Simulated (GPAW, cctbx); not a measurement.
# HfPt2: deformation density and structure factors from DFT

Aim: compute the bonding part of the density of HfPt2, find which reflections carry it, and see how it biases an ordinary refinement.

The start was made by putting kin elements into a known structure type; the compound need not exist, or be stable, in this form. All numbers below are calculated.

## Step 1: Find the equilibrium geometry

The density hangs on the geometry, so cell and atoms are relaxed first, with the symmetry held. The cutoff is set higher than for the density because stress converges slowly with plane waves.

Settings: GPAW 26.7.0, PBE, 570 eV, 6×6×6 k-points, Fermi–Dirac width 0.1 eV, BFGS to 0.03 eV/Å.

```text
cell
1.0
     0.000000000    2.904500000    2.904500000
     2.904500000    0.000000000    2.904500000
     2.904500000    2.904500000    0.000000000
Pt Hf
2 1
Direct
0.750000000 0.750000000 0.750000000
0.250000000 0.250000000 0.250000000
0.000000000 0.000000000 0.000000000
```

```console
$ OMP_NUM_THREADS=1 mpirun -n 4 gpaw python run.py > gpaw.log
```

```text
BFGS:    0      -20.788916        5.609009
BFGS:    1      -21.843114        3.237838
BFGS:    2      -22.471567        0.702849
BFGS:    3      -22.508693        0.114787
BFGS:    4      -22.509809        0.006076
cell  4.4287 4.4287 4.4287  60.00 60.00 60.00
volume 61.420 A^3, largest force 0.000 eV/A, largest stress 0.05 GPa
```

The cell moved far, while the k-mesh and basis were chosen for the start, so the final shape may be somewhat biased.

After 4 steps the volume has changed by +25.3 % and the energy by -1.721 eV; the largest stress left is 0.05 GPa. It took 26 s on 4 cores of Intel(R) Xeon(R) Platinum 8488C (Sapphire Rapids) (shared host), peak memory 0.87 GiB.

Relaxed structure: Fm-3m (no. 225), a = 6.2631 Å, b = 6.2631 Å, c = 6.2631 Å, α = 90.00°, β = 90.00°, γ = 90.00°.

```
atom  mult.    x    y    z
 Pt1      8  1/4  1/4  3/4
 Hf1      4    0    0    0
```

## Step 2: The all-electron density

X-rays see the whole electron density, so the PAW density is rebuilt with its core regions. Subtracting spherical free atoms from the same code cancels the cores and leaves the deformation density Δρ, the part due to bonding.

Settings: PBE, 450 eV, 7×7×7 k-points, Fermi–Dirac width 0.1 eV; primitive cell of 3 atoms.

```console
$ OMP_NUM_THREADS=1 mpirun -n 4 gpaw python run.py > gpaw.log
```

```text
|iter:   1|       0s |  -23.587182 | +0.13 |       |
|iter:   2|       0s |  -23.222567 | -2.11 | -1.15 |
|iter:   3|       1s |  -22.546002 | -1.69 | -1.22 |
...
|iter:   8|       3s |  -22.480933c| -5.79 | -3.75 |
|iter:   9|       3s |  -22.480929c| -7.20 | -4.38c|
|iter:  10|       4s |  -22.480925c| -7.77c| -4.67c|
```

```text
grid (48, 48, 48)  electrons 228.000  moved by bonding 0.896 e
deformation density beyond 0.5 A of the nuclei: max 0.094, min -0.235 e/A^3
atom        x       y       z   Voronoi charge  moment
Pt1    0.7500  0.7500  0.7500     -0.071       0.00
Pt2    0.2500  0.2500  0.2500     -0.071       0.00
Hf3    0.0000  0.0000  0.0000      0.141       0.00
mean inner potential of superposed free atoms 26.951 V
total magnetic moment 0.000 muB
```

Deformation density in a plane through the shortest contact of the Pt atom at the origin, in 0.01 e/Å³ (clipped at ±99); x from -1.6 to 4.3 Å, y from 2.4 down to -2.4 Å:

```text
  2   .   .   2   0   6   8  -7   .   .  -1  -5  -1  -1  -1  -1
 -9  -7   4   0  -3   4   5  -5 -20 -14  -1   0   0   0  -1  -1
 -7  -8  -1   1   3   4   5   1   0   7   8   5   1  -1  -1   0
 -2   0   5   9   7   4   4   5   5   7   6   1  -4  -3  -1   0
  0   2   4   7   2  -5   0   5   3  -1   0  -2 -11  -7   0   2
  0  -1  -2 -13   . -22   0   7   2  -2   2   .  -5  -5   3   6
 -1  -3  -4   .   .   .   3   9   4   2   .   .   .   1   5   9
  0  -1  -5 -20   .  -4   1   6   2  -5  -5   .   2  -3   3   7
  1   2   0  -5  -5  -4  -2   2  -1  -8 -10  -1   0   0   3   5
  1   4   4   2  -2  -2  -1   0  -1  -4  -3   1   6   7   5   5
 -4   0   3   2   0  -1  -1   0  -1  -1   1   5   9   7   0   2
-18  -7  -1   0   0  -1  -1  -1  -1   0   0   0  -2 -15 -20  -3
  .  -3  -5  -1  -1  -1  -1  -1  -1  -1  -2  -4   1   .   .  -3
```

Atoms in or within 0.15 Å of the plane: Pt (0.0, 0.0), Hf (2.7, 0.0) Å. Dots mark points within about 0.45 Å of a nucleus; large values next to them are atomic features.

Pt gains most (-0.07 e) and Hf loses most (+0.14 e), as electronegativity suggests. Along the shortest contact from the Pt atom at the map's origin, Pt–Hf at 2.71 Å, Δρ is +0.08 e/Å³ at the midpoint and highest, +0.09, 1.14 Å from Pt (points within 0.5 Å of a nucleus left out): little piles up between the atoms, as is usual in a metallic crystal, which this run finds. At the midpoints of other shortest contacts it is +0.05 (Pt–Pt, 3.13 Å) e/Å³. Point values carry grid noise of about 0.01 e/Å³. The run needed 10 iterations, 11 s.

## Step 3: Structure factors

The Fourier components of Δρ, added to those of the free atoms, give the static X-ray structure factors; the Mott–Bethe relation turns them into the Fourier components V of the potential that fast electrons feel.

```text
static structure factors of the conventional cell: F in electrons, V (Mott-Bethe) in volts
   h  k  l      d  |F| table  |F| free   |F| DFT   change   |V| free  |V| DFT  change %
   1  1  1  3.6160   260.463   260.441   260.405   -0.036     6.723    6.732      0.1
   0  2  0  3.1315   301.976   301.660   301.469   -0.191     6.283    6.318      0.6
   0  2  2  2.2143   750.158   749.377   747.910   -1.467    14.877   15.011      0.9
   1  3  1  1.8884   225.851   225.314   224.751   -0.563     4.171    4.208      0.9
   2  2  2  1.8080   259.923   259.936   258.553   -1.383     4.639    4.723      1.8
   0  4  0  1.5658   669.069   668.019   667.143   -0.875    11.160   11.200      0.4
   1  3  3  1.4369   203.725   203.332   204.101    0.769     3.261    3.232     -0.9
   0  4  2  1.4005   235.878   235.774   235.548   -0.226     3.667    3.676      0.2
   2  4  2  1.2784   612.630   612.051   612.437    0.386     9.146    9.135     -0.1
   3  3  3  1.2053   187.274   187.016   187.061    0.045     2.737    2.736     -0.0
   1  5  1  1.2053   187.274   187.016   186.938   -0.078     2.737    2.739      0.1
   0  4  4  1.1072   569.853   569.647   570.060    0.413     7.830    7.820     -0.1
   1  5  3  1.0587   174.457   174.206   174.242    0.037     2.379    2.379     -0.0
   2  4  4  1.0439   205.889   206.253   206.535    0.282     2.638    2.632     -0.2
```

The largest X-ray change is -1.47 e on 022, 0.2 % of |F|. For electrons V goes as (Z − F)/g², so a change of F counts against Z − F, which is small at low angle and wherever the atoms' terms cancel: |V| of 222 moves by +1.8 % (4.64 to 4.72 V) against -0.5 % in |F|. The tabulated Hartree–Fock atoms differ from the free DFT atoms by up to 1.05 e, so the choice of reference atom matters too.

## Step 4: Which functional?

The same geometry is run with other functionals, to see whether the bonding signal is larger than the spread between approximations. Free atoms are LDA for LDA and PBE otherwise. Any other changed setting is in the row's label.

| run | ΔF 022 (e) | ΔF 222 (e) | ΔF 040 (e) | q(Pt) (e) | moved (e) | time |
| --- | --- | --- | --- | --- | --- | --- |
| PBE | -1.467 | -1.383 | -0.875 | -0.071 | 0.896 | 11 s |
| LDA | -1.464 | -1.371 | -0.925 | -0.071 | 0.880 | 11 s |
| revPBE | -1.435 | -1.385 | -0.851 | -0.075 | 0.891 | 11 s |

At the base's settings ΔF(022) spans -1.467 to -1.435 e, a spread of 2 % of the PBE value; over the three listed reflections the spread is at most 8 %, so sign and size hold across the functionals. Times are from shared hosts.

## Step 5: Refining ordinary atoms against data with bonding

Routine crystallography fits spherical atoms. To see the bias, intensities are simulated from tabulated atoms plus the DFT change ΔF, so that bonding alone can misfit (2740 reflections of the full sphere, merged to the counts below, to 0.45 Å, 1.5 % proportional noise plus counting noise, assumed isotropic U as listed, Δρ smeared by the mean U) and refined with cctbx over different ranges.

```
                    range  data      R1  GooF  U Pt1 (true 0.0051)  U Hf1 (true 0.0053)  largest shift (Å)  Δρ max, min (e/Å³)
                 all data    99  0.0021  0.93               0.0051               0.0053             0.0000         0.32, -0.34
 low resolution, d > 0.84    22  0.0016  0.91               0.0051               0.0053             0.0000         0.12, -0.17
     high order, d < 0.75    70  0.0025  0.95               0.0051               0.0053             0.0000         0.30, -0.24
occupancies free, d > 0.7    35  0.0017  0.84               0.0051               0.0053             0.0000         0.14, -0.26
```

With all data GooF is 0.93, so at this noise the bonding hardly shows; the top residual peak, near noise level, lies 0.57 Å from Hf and 2.15 Å from Pt. No U is off by more than 3 s.u. at low resolution. Symmetry fixes every coordinate, so the shifts are zero by construction. With Pt1 held at 1 and the scale free, the other occupancies refine to Hf1 1.001(0.001), within three s.u. of full.

## Step 6: Answer

Bonding moves 0.90 e in the primitive cell of HfPt2 and changes the structure factors of the conventional cell in the table above by at most 1.47 e (022, 0.2 %), and among reflections above 2 % of the strongest by up to 0.5 % (222). The shortest bond, Pt–Hf, has Δρ = +0.08 e/Å³ at its midpoint, with no localised bond charge. At the base's settings ΔF(022) spans -1.467 to -1.435 e, a spread of 2 % of the PBE value; over the three listed reflections the spread is at most 8 %, so sign and size hold across the functionals. With all data GooF is 0.93, so at this noise the bonding hardly shows. Limits: static density, frozen cores, no spin–orbit coupling.

[Outputs are excerpts: Python notices, other lines and further rows are left out; steps that failed or that the build refused (PBEsol, TPSS) are not shown.]

[Logs are printed without paths, hosts, clocks, repeated set-up lines and the standing remarks that a program may print on its own settings, such as how far it seeks lower states.]
